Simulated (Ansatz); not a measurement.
# Cd2H2ClO2F: complex band structure

Wanted: the relaxed cell of Cd2H2ClO2F, its band edges and its decay constants. It is built by putting F for part of the Cl in the CdHClO structure of space group P6_3mc, with the volume rescaled by atomic radii. The parent structure comes from the Materials Project.

Main program and level: Ansatz 0.2.0; PBE DFT, plane waves, PAW files, in the first sound run; inputs show where later runs differ.

The structure was built from a prototype and need not be the compound's stable phase.

### 1. The structure

Symmetry: P3m1, No. 156, trigonal system. Conventional cell: a = 3.602 Å, b = 3.602 Å, c = 10.049 Å, α = 90.00°, β = 90.00°, γ = 120.00°. Cd has 3 O at 2.23 Å and 3 Cl at 2.65 Å nearest. Cd has 3 O at 2.23 Å and 3 F at 2.65 Å nearest. Nearest to H lie 1 O at 0.95 Å. Nearest to F lie 3 H at 2.65 Å and 3 Cd at 2.65 Å. Nearest to Cl lie 3 H at 2.65 Å and 3 Cd at 2.65 Å. It derives from CdHClO. F for part of the Cl in the CdHClO structure of space group P6_3mc. Farther neighbours and most contacts between anions are not listed.

### 2. Relaxing the new crystal

The substituted atoms don't fit the parent's cell, so cell and atoms relax together. A small smearing keeps the run stable in case the gap closes on the way.

Input file input.yaml:

```yaml
crystal:
  lattice:
    - [3.602182788, 0.0, 0.0]
    - [-1.801091394, 3.1195818035, 0.0]
    - [0.0, 0.0, 10.0491965692]
  atoms:
    - { symbol: Cd, position: [0.6666666667, 0.3333333333, 0.492194] }
    - { symbol: Cd, position: [0.3333333333, 0.6666666667, 0.992194] }
    - { symbol: H, position: [0.0, 0.0, 0.318419] }
    - { symbol: H, position: [0.0, 0.0, 0.818419] }
    - { symbol: F, position: [0.6666666667, 0.3333333333, 0.15574] }
    - { symbol: Cl, position: [0.3333333333, 0.6666666667, 0.65574] }
    - { symbol: O, position: [0.0, 0.0, 0.413236] }
    - { symbol: O, position: [0.0, 0.0, 0.913236] }
kpoints:
  mp_grid: { grid: [8, 8, 2] }
scf:
  occupations: { method: gaussian, width: 0.03 }
hamiltonian:
  xc: pbe
output:
  forces: true
  stress: true
relax:
  f_tol: 0.02
  max_steps: 60
  cell: {}
```

The run is started by

```bash
> ansatz run input.yaml --threads 2 --pin off --max-ram 4096MiB --backend cpu --events-out ev --progress --plain --runs-dir out
```

Numbers of over 12 decimals in the logs are rounded to 6 here.

The log of the run:

```text
Engine: ansatz 0.2.0, x86_64-unknown-linux-gnu
Pseudopotentials: kind: paw
Pseudopotential: Cd, paw, valence charge 20, recommended cutoff 420 eV (normal), Cd.paw.azcp
Pseudopotential: H, paw, valence charge 1, recommended cutoff 420 eV (normal), H.paw.azcp
Pseudopotential: F, paw, valence charge 7, recommended cutoff 420 eV (normal), F.paw.azcp
Pseudopotential: Cl, paw, valence charge 7, recommended cutoff 420 eV (normal), Cl.paw.azcp
Pseudopotential: O, paw, valence charge 6, recommended cutoff 420 eV (normal), O.paw.azcp
Functional definition: PBE
  parameter kappa = 0.804
  parameter beta = 0.066725
  exchange = pbe_x(kappa = kappa, mu = beta*pi^2/3)
  correlation = pbe_c(beta = beta)
Crystal: 8 atoms, lattice volume = 112.926 Å³
Basis set: ecut = 420 eV, 2193 PW (Γ), exchange–correlation on 50×50×144 points (8 copies of the dense FFT grid, shifted against one another)
Bands: 42, of which v1, the nominal top of the filled ones, is band 34 counted from 1 (33 counted from 0)
Symmetry: 6 space group operations
Space group: P3m1 (ITA 156), of the structure as read, at distance tolerance 4.8e-5 Å
k-points: 20 of 128 (time reversal used)
Non-local potential: Cd, projectors of the file, l = 0: 3, l = 1: 2, l = 2: 2, l = 3: 1
Non-local potential: H, projectors of the file, l = 0: 2, l = 1: 1
Non-local potential: F, projectors of the file, l = 0: 2, l = 1: 2, l = 2: 1
Non-local potential: Cl, projectors of the file, l = 0: 2, l = 1: 2, l = 2: 2
Non-local potential: O, projectors of the file, l = 0: 2, l = 1: 2, l = 2: 1
PAW form: soft (Blöchl's): semilocal exchange-correlation on the pseudo side does not see the compensation charge
PAW one-centre angular grid: Cd, 590 points (default); XC on 64 Gauss nodes
PAW one-centre angular grid: H, 110 points (default); XC on 64 Gauss nodes
PAW one-centre angular grid: F, 110 points (default); XC on 64 Gauss nodes
PAW one-centre angular grid: Cl, 110 points (default); XC on 64 Gauss nodes
PAW one-centre angular grid: O, 110 points (default); XC on 64 Gauss nodes
Initial density: superposition of atomic densities (neutral atoms: chi_scale 0, normalization atom), corrected by the library's trained network
Initial wavefunctions: pseudopotential atomic-orbital guess
Functional: x = pbe(κ = 0.804, μ = 0.219515), c = pbe(β = 0.066725)
SCF iter   1: F=—  HF=-19565.481126 eV  |F-HF|=—  |Δ(HF+E_count)|=         —  Δρ=1.93e-3  dr2=5.57e-3  ethr=1.77e-3  ⟨swp⟩=6.5  Hψ=3311  notcnv=0  defer=1
preconditioner: auto → Resta (q_TF=auto, 2.507 Å⁻¹)  ε∞=4.2  [insulator: Δε(μ)=2.153 eV  Ē_g=14.081 eV  σ=0.030 eV  W_gap=1.00  n_scr=38 (ndim 8)  ℏωp=25.2 eV  f_vac=0.140  D(μ)=0.00/eV (n_scr^D=0)  ε∞_Penn≈4.2]
SCF iter   2: F=—  HF=-19565.481312 eV  |F-HF|=—  |Δ(HF+E_count)|=   1.86e-4  Δρ=9.36e-4  dr2=1.22e-3  ethr=8.20e-6  ⟨swp⟩=2.4  Hψ=1518  notcnv=0  defer=44
SCF iter   3: F=—  HF=-19565.481217 eV  |F-HF|=—  |Δ(HF+E_count)|=   9.52e-5  Δρ=4.95e-4  dr2=2.82e-4  ethr=1.80e-6  ⟨swp⟩=2.0  Hψ=1251  notcnv=0  defer=44
SCF iter   4: F=—  HF=-19565.481170 eV  |F-HF|=—  |Δ(HF+E_count)|=   4.65e-5  Δρ=1.63e-4  dr2=3.02e-5  ethr=4.15e-7  ⟨swp⟩=2.0  Hψ=1252  notcnv=0  defer=44
SCF iter   5: F=—  HF=-19565.481183 eV  |F-HF|=—  |Δ(HF+E_count)|=   1.24e-5  Δρ=8.16e-5  dr2=8.01e-6  ethr=4.43e-8  ⟨swp⟩=2.0  Hψ=1290  notcnv=0  defer=44
SCF iter   6: F=—  HF=-19565.481183 eV  |F-HF|=—  |Δ(HF+E_count)|=   7.14e-7  Δρ=4.41e-5  dr2=1.75e-6  ethr=1.18e-8  ⟨swp⟩=2.2  Hψ=1288  notcnv=0  defer=44
SCF iter   7: F=—  HF=-19565.481184 eV  |F-HF|=—  |Δ(HF+E_count)|=   3.45e-7  Δρ=1.20e-5  dr2=2.13e-7  ethr=2.58e-9  ⟨swp⟩=2.0  Hψ=1284  notcnv=0  defer=44
SCF iter   8: F=-19565.481184 eV  HF=-19565.481184 eV  |F-HF|=3.10e-8  |Δ(HF+E_count)|=   2.50e-7  Δρ=3.89e-6  dr2=1.93e-8  ethr=1.47e-10  ⟨swp⟩=5.0  Hψ=2906  notcnv=0
SCF 1 converged in 8 iterations: F = -19565.481184 eV  dr2 = 1.93e-8
  greatest PAW one-centre occupation: 1.000 electrons in one spin orbital (limit 2), on the Cd atom at site 1 (counted from 0), in its partial waves of l = 1
relax step   1: F+E_penalty+E_count = -19565.48118391 eV  Δ(F+E_penalty+E_count) = +0.000e0 eV  max|allowed force component| = 1.405e0 eV/Å  Δτ_max = 0.0000 Å  P = +2.969 GPa  Ω = 112.926 Å³  (8 SCF iters, dr2 threshold 1.00e-7 eV, accepted)
Crystal: 8 atoms, lattice volume = 113.874 Å³
Basis set: ecut = 420 eV, 2217 PW (Γ), exchange–correlation on 50×50×144 points (8 copies of the dense FFT grid, shifted against one another)
Initial density: handed on by an earlier stage of this run
Initial wavefunctions: those handed on with the density
iter 1 solved again at ethr=1.13e-3 eV; its pass at ethr=3.10e-3 eV (dr2=7.66e-1 eV) is discarded
SCF iter   1: F=—  HF=-19566.121540 eV  |F-HF|=—  |Δ(HF+E_count)|=         —  Δρ=3.05e-2  dr2=7.79e-1  ethr=1.13e-3  ⟨swp⟩=1.1  Hψ=3980  notcnv=0
preconditioner: auto → Resta (q_TF=auto, 2.504 Å⁻¹)  ε∞=4.2  [insulator: Δε(μ)=1.951 eV  Ē_g=13.950 eV  σ=0.030 eV  W_gap=1.00  n_scr=36 (ndim 8)  ℏωp=25.1 eV  f_vac=0.140  D(μ)=0.00/eV (n_scr^D=0)  ε∞_Penn≈4.2]
SCF iter   2: F=—  HF=-19565.894484 eV  |F-HF|=—  |Δ(HF+E_count)|=   2.27e-1  Δρ=1.34e-2  dr2=1.37e-1  ethr=1.13e-3  ⟨swp⟩=2.1  Hψ=1340  notcnv=0
SCF iter   3: F=—  HF=-19565.860754 eV  |F-HF|=—  |Δ(HF+E_count)|=   3.37e-2  Δρ=4.95e-3  dr2=1.84e-2  ethr=2.01e-4  ⟨swp⟩=2.0  Hψ=1615  notcnv=0  defer=66
SCF iter   4: F=—  HF=-19565.857899 eV  |F-HF|=—  |Δ(HF+E_count)|=   2.86e-3  Δρ=1.74e-3  dr2=3.08e-3  ethr=2.71e-5  ⟨swp⟩=2.0  Hψ=1386  notcnv=0  defer=66
SCF iter   5: F=—  HF=-19565.857840 eV  |F-HF|=—  |Δ(HF+E_count)|=   5.96e-5  Δρ=6.31e-4  dr2=6.59e-4  ethr=4.52e-6  ⟨swp⟩=2.0  Hψ=1397  notcnv=0  defer=66
SCF iter   6: F=—  HF=-19565.857825 eV  |F-HF|=—  |Δ(HF+E_count)|=   1.44e-5  Δρ=3.24e-4  dr2=1.67e-4  ethr=9.69e-7  ⟨swp⟩=2.0  Hψ=1277  notcnv=0  defer=66
SCF iter   7: F=—  HF=-19565.857827 eV  |F-HF|=—  |Δ(HF+E_count)|=   1.12e-6  Δρ=9.15e-5  dr2=1.39e-5  ethr=2.46e-7  ⟨swp⟩=2.0  Hψ=1300  notcnv=0  defer=66
SCF iter   8: F=—  HF=-19565.857830 eV  |F-HF|=—  |Δ(HF+E_count)|=   3.07e-6  Δρ=3.15e-5  dr2=1.01e-6  ethr=2.05e-8  ⟨swp⟩=2.0  Hψ=1257  notcnv=0  defer=66
SCF iter   9: F=-19565.857830 eV  HF=-19565.857830 eV  |F-HF|=1.46e-7  |Δ(HF+E_count)|=   7.69e-7  Δρ=1.83e-5  dr2=2.87e-7  ethr=1.18e-9  ⟨swp⟩=5.0  Hψ=2846  notcnv=0
SCF 2 converged in 9 iterations: F = -19565.857830 eV  dr2 = 2.87e-7
[...]
SCF iter   4: F=—  HF=-19565.918668 eV  |F-HF|=—  |Δ(HF+E_count)|=   6.13e-4  Δρ=2.41e-3  dr2=5.33e-3  ethr=2.51e-5  ⟨swp⟩=2.0  Hψ=1378  notcnv=0  defer=71
SCF iter   5: F=—  HF=-19565.918170 eV  |F-HF|=—  |Δ(HF+E_count)|=   4.98e-4  Δρ=6.35e-4  dr2=8.35e-4  ethr=7.84e-6  ⟨swp⟩=2.0  Hψ=1420  notcnv=0  defer=71
SCF iter   6: F=—  HF=-19565.918181 eV  |F-HF|=—  |Δ(HF+E_count)|=   1.12e-5  Δρ=5.68e-4  dr2=3.59e-4  ethr=1.23e-6  ⟨swp⟩=2.0  Hψ=1288  notcnv=0  defer=71
SCF iter   7: F=—  HF=-19565.918142 eV  |F-HF|=—  |Δ(HF+E_count)|=   3.95e-5  Δρ=9.49e-5  dr2=9.77e-6  ethr=5.28e-7  ⟨swp⟩=2.0  Hψ=1330  notcnv=0  defer=71
SCF iter   8: F=—  HF=-19565.918144 eV  |F-HF|=—  |Δ(HF+E_count)|=   2.06e-6  Δρ=3.69e-5  dr2=1.24e-6  ethr=1.44e-8  ⟨swp⟩=2.0  Hψ=1270  notcnv=0  defer=71
SCF iter   9: F=-19565.918145 eV  HF=-19565.918145 eV  |F-HF|=1.54e-7  |Δ(HF+E_count)|=   1.25e-6  Δρ=2.08e-5  dr2=3.58e-7  ethr=1.18e-9  ⟨swp⟩=5.0  Hψ=2883  notcnv=0
SCF 3 converged in 9 iterations: F = -19565.918145 eV  dr2 = 3.58e-7
relax step   3: F+E_penalty+E_count = -19565.91814467 eV  Δ(F+E_penalty+E_count) = -6.031e-2 eV  max|allowed force component| = 1.023e-1 eV/Å  Δτ_max = 0.1945 Å  P = +0.018 GPa  Ω = 115.357 Å³  energy of the carried Pulay correction = -6.341e-3 eV  (9 SCF iters, dr2 threshold 8.00e-7 eV, accepted)
[...]
relax step   4: F+E_penalty+E_count = -19565.92149264 eV  Δ(F+E_penalty+E_count) = -3.348e-3 eV  max|allowed force component| = 9.548e-2 eV/Å  Δτ_max = 0.0498 Å  P = -0.061 GPa  Ω = 115.648 Å³  energy of the carried Pulay correction = -7.090e-3 eV  (7 SCF iters, dr2 threshold 6.54e-7 eV, accepted)
[...]
relax step   5: F+E_penalty+E_count = -19565.92195010 eV  Δ(F+E_penalty+E_count) = -4.575e-4 eV  max|allowed force component| = 2.007e-1 eV/Å  Δτ_max = 0.0169 Å  P = -0.019 GPa  Ω = 115.480 Å³  energy of the carried Pulay correction = -6.658e-3 eV  (7 SCF iters, dr2 threshold 5.70e-7 eV, accepted)
[...]
relax step   6: F+E_penalty+E_count = -19565.92304480 eV  Δ(F+E_penalty+E_count) = -1.095e-3 eV  max|allowed force component| = 1.241e-2 eV/Å  Δτ_max = 0.0047 Å  P = -0.006 GPa  Ω = 115.353 Å³  energy of the carried Pulay correction = -6.330e-3 eV  (5 SCF iters, dr2 threshold 8.00e-7 eV, accepted)
[...]
relax step   7: F+E_penalty+E_count = -19565.93019138 eV  Δ(F+E_penalty+E_count) = -7.147e-3 eV  max|allowed force component| = 1.334e-2 eV/Å  Δτ_max = 0.0000 Å  P = +0.085 GPa  Ω = 115.353 Å³  stress off target by 1.32e-1 GPa  SCF on the basis re-selected at this cell (its energy is not comparable with the rows above)  (7 SCF iters)
[...]
relax step   8: F+E_penalty+E_count = -19565.93016450 eV  Δ(F+E_penalty+E_count) = +2.688e-5 eV  max|allowed force component| = 7.788e-3 eV/Å  Δτ_max = 0.0014 Å  P = +0.044 GPa  Ω = 115.376 Å³  energy of the carried Pulay correction = -9.908e-5 eV  (5 SCF iters, dr2 threshold 4.35e-8 eV, accepted)
[...]
relax step   9: F+E_penalty+E_count = -19565.92989118 eV  Δ(F+E_penalty+E_count) = +2.733e-4 eV  max|allowed force component| = 2.530e-3 eV/Å  Δτ_max = 0.0021 Å  P = +0.001 GPa  Ω = 115.494 Å³  energy of the carried Pulay correction = -3.977e-4 eV  (7 SCF iters, dr2 threshold 6.48e-9 eV, accepted)
iter 1 solved again at ethr=2.05e-7 eV; its pass at ethr=3.10e-3 eV (dr2=1.40e-4 eV) is discarded
SCF iter   1: F=—  HF=-19565.930442 eV  |F-HF|=—  |Δ(HF+E_count)|=         —  Δρ=1.76e-5  dr2=4.64e-8  ethr=2.05e-7  ⟨swp⟩=4.0  Hψ=5599  notcnv=0
eigensolver tolerance schedule: the retry pair's looser diagonalisation over-reported the residual by 3004.52 of it (diagonalisation noise at 0.25 of the residual, at the tolerance the schedule requests for it); recorded, not acted on — ethr = c·dr2/N_el stays at c = 1.0e-1
preconditioner: auto → Resta (q_TF=auto, 2.498 Å⁻¹)  ε∞=4.2  [insulator: Δε(μ)=2.168 eV  Ē_g=13.953 eV  σ=0.030 eV  W_gap=1.00  n_scr=36 (ndim 8)  ℏωp=24.9 eV  f_vac=0.143  D(μ)=0.00/eV (n_scr^D=0)  ε∞_Penn≈4.2]
SCF iter   2: F=—  HF=-19565.930453 eV  |F-HF|=—  |Δ(HF+E_count)|=   1.14e-5  Δρ=8.31e-6  dr2=1.30e-8  ethr=6.83e-11  ⟨swp⟩=3.0  Hψ=1723  notcnv=0
SCF iter   3: F=—  HF=-19565.930453 eV  |F-HF|=—  |Δ(HF+E_count)|=   4.88e-7  Δρ=3.53e-6  dr2=1.62e-9  ethr=1.91e-11  ⟨swp⟩=2.0  Hψ=1014  notcnv=0
SCF iter   4: F=-19565.930453 eV  HF=-19565.930453 eV  |F-HF|=7.28e-12  |Δ(HF+E_count)|=   9.06e-8  Δρ=2.67e-7  dr2=5.58e-11  ethr=1.00e-12  ⟨swp⟩=3.4  Hψ=3419  notcnv=0
SCF 10 converged in 4 iterations: F = -19565.930453 eV  dr2 = 5.58e-11
relax step  10: F+E_penalty+E_count = -19565.93045349 eV  Δ(F+E_penalty+E_count) = -5.623e-4 eV  max|allowed force component| = 2.527e-3 eV/Å  Δτ_max = 0.0000 Å  P = +0.003 GPa  Ω = 115.494 Å³  stress off target by 8.08e-3 GPa  SCF on the basis re-selected at this cell (its energy is not comparable with the rows above)  (4 SCF iters)
basis re-selected at this cell: Δ(F+E_penalty+E_count) = -5.623e-4 eV, ΔP = +0.002 GPa vs the last step (what re-selecting the basis moved, of the pressure what is left beyond the Pulay correction that the steps carried, after the strain that the cell walked since its last selection, with what the two solves' SCF thresholds leave and, on support functions, any second-order correction that the steps lacked; it is no m [...]
SCF converged after 4 iterations
Free energy (F): -19565.930453 eV
Harris-Foulkes:  -19565.930453 eV  (|F-HF|=7.28e-12)
Internal energy: -19565.930453 eV  (E = F + TS)
E sigma→0 (E₀):  -19565.930453 eV
Fermi energy:    5.704618 eV
--- Per-component energies (eV) ---
  E_band       = -1125.724770
  E_kinetic    = 1753.170116
  E_local      = -10176.793097  (includes V_loc(G=0)·N_el)
  E_nonlocal   = 273.775393
  E_hartree    = 4561.432222
  E_xc         = -702.707751
  E_vxc        = -874.623832  (∫ρ·V_xc dr)
  E_paw        = -9348.781714  (= ΣΔE_a)
  E_vpaw       = -1224.122988  (= ΣTr[D̂ρ^β])
  E_aug_tail   = 0.004614  (compensation charges beyond the density's cutoff)
  E_ewald      = -5926.030237
  E_smearing   = -0.000000  (= −TS)
  E_closure    = 0.000000  (closes the sum)
  Σ components = -19565.930453   (vs F -19565.930453, Δ=0.00e0)
--- Forces (eV/Å), atoms counted from 1 ---
  atom   1  Cd     0.00000000    -0.00000000     0.00019386
  atom   2  Cd     0.00000000     0.00000000     0.00172846
  atom   3  H     -0.00000000    -0.00000000     0.00030106
  atom   4  H      0.00000000     0.00000000    -0.00019631
  atom   5  F     -0.00000000     0.00000000    -0.00252754
  atom   6  Cl    -0.00000000    -0.00000000     0.00012158
  atom   7  O      0.00000000     0.00000000    -0.00134945
  atom   8  O      0.00000000    -0.00000000     0.00172523
  max |Σ_I F_I| component: 3.12e-6 eV/Å
--- Stress (GPa, compression-positive) ---
        0.008084       0.000000      -0.000000
        0.000000       0.008084       0.000000
       -0.000000       0.000000      -0.007607
  P = ⅓ Tr σ = 0.0029 GPa (0.029 kbar)
--- Relaxed structure (8 steps of the walk, 8 accepted, 2 SCFs on fresh bases) ---
  F+E_penalty+E_count = -19565.93045349 eV   max|allowed force component| = 2.527e-3 eV/Å   (the final SCF, on the basis selected at the relaxed cell)
  cell:  # Å, volume = 115.4936 Å³
    - [3.645044, 0, 2.8597146705765812e-18]
    - [-1.822522, 3.156700, -1.429857335288292e-18]
    - [7.977894667673657e-18, 0, 10.037413]
  atoms:
    - { symbol: Cd, position: [0.666667, 0.333333, 0.480177] }
    - { symbol: Cd, position: [0.333333, 0.666667, 1.022508] }
    - { symbol: H, position: [-4.856583743188252e-18, 0, 0.294899] }
    - { symbol: H, position: [4.4559307151002816e-18, 0, 0.839999] }
    - { symbol: F, position: [0.666667, 0.333333, 0.142150] }
    - { symbol: Cl, position: [0.333333, 0.666667, 0.650247] }
    - { symbol: O, position: [-4.392767963356144e-18, 0, 0.391962] }
    - { symbol: O, position: [4.95565010579305e-18, 0, 0.937236] }
```

Wall time 29 s (2 threads of Intel Xeon Platinum 8375C at 2.90GHz (Ice Lake), shared host); peak memory 0.48 GiB.

Step by step:

| step | energy less that of the first step (eV) | largest force component (eV/Å) | pressure (GPa) | volume (Å³) |
| --- | --- | --- | --- | --- |
| 1 | 0.0000 | 1.4051 | 2.97 | 112.93 |
| 2 | -0.3766 | 0.4689 | 0.99 | 113.87 |
| 3 | -0.4370 | 0.1023 | 0.02 | 115.36 |
| 4 | -0.4403 | 0.0955 | -0.06 | 115.65 |
| 5 | -0.4408 | 0.2007 | -0.02 | 115.48 |
| 6 | -0.4419 | 0.0124 | -0.01 | 115.35 |
| 7* | -0.4490 | 0.0133 | 0.09 | 115.35 |
| 8 | -0.4490 | 0.0078 | 0.04 | 115.38 |
| 9 | -0.4487 | 0.0025 | 0.00 | 115.49 |
| 10* | -0.4493 | 0.0025 | 0.00 | 115.49 |

Relaxation steps marked * repeat the geometry before them on a plane-wave basis chosen anew for their cell, so energy and pressure can jump there.

Forces are held to the 6 operations that the run works with; a distortion that breaks them can't arise in this run.

| conventional cell, symmetrised | before | after | change |
| --- | --- | --- | --- |
| a (Å) | 3.602 | 3.645 | +1.2 % |
| b (Å) | 3.602 | 3.645 | +1.2 % |
| c (Å) | 10.049 | 10.037 | -0.1 % |
| volume (Å³/atom) | 14.12 | 14.44 | +2.3 % |

The atoms that moved most (Å, as changes of fractional coordinates times the final cell):

| atom | dx | dy | dz | length |
| --- | --- | --- | --- | --- |
| Cd2 | 0.000 | 0.000 | 0.304 | 0.304 |
| O8 | 0.000 | 0.000 | 0.241 | 0.241 |
| H3 | 0.000 | 0.000 | -0.236 | 0.236 |
| H4 | 0.000 | 0.000 | 0.217 | 0.217 |
| O7 | 0.000 | 0.000 | -0.214 | 0.214 |
| F5 | 0.000 | 0.000 | -0.136 | 0.136 |
| Cd1 | 0.000 | 0.000 | -0.121 | 0.121 |
| Cl6 | 0.000 | 0.000 | -0.055 | 0.055 |

Final coordinates:

```cif
data_structure
_symmetry_space_group_name_H-M 'P 1'
_symmetry_Int_Tables_number 1
_cell_length_a 3.6450
_cell_length_b 3.6450
_cell_length_c 10.0374
_cell_angle_alpha 90.000
_cell_angle_beta 90.000
_cell_angle_gamma 120.000
_cell_volume 115.49
loop_
_atom_site_label
_atom_site_type_symbol
_atom_site_fract_x
_atom_site_fract_y
_atom_site_fract_z
_atom_site_occupancy
Cd1 Cd 0.66667 0.33333 0.48018 1
Cd2 Cd 0.33333 0.66667 0.02251 1
H3 H 0.00000 0.00000 0.29490 1
H4 H 0.00000 0.00000 0.84000 1
F5 F 0.66667 0.33333 0.14215 1
Cl6 Cl 0.33333 0.66667 0.65025 1
O7 O 0.00000 0.00000 0.39196 1
O8 O 0.00000 0.00000 0.93724 1
```

Numbers from this step:

```yaml
free_energy: -19565.9305 eV
fermi_energy: 5.705 eV
pressure: 0.002853 GPa
```

The largest force component on a free atom ends at 0.0025 eV/Å.

(Part 1 of 3 ends here.)

[Logs are printed without paths, hosts, clocks, repeated set-up lines and the standing remarks that a program may print on its own settings, such as how far it seeks lower states.]

[Hosts, paths, dates, database ids (printed as entryN), source tags and the programs' standing remarks are cut or masked in the printed files.]
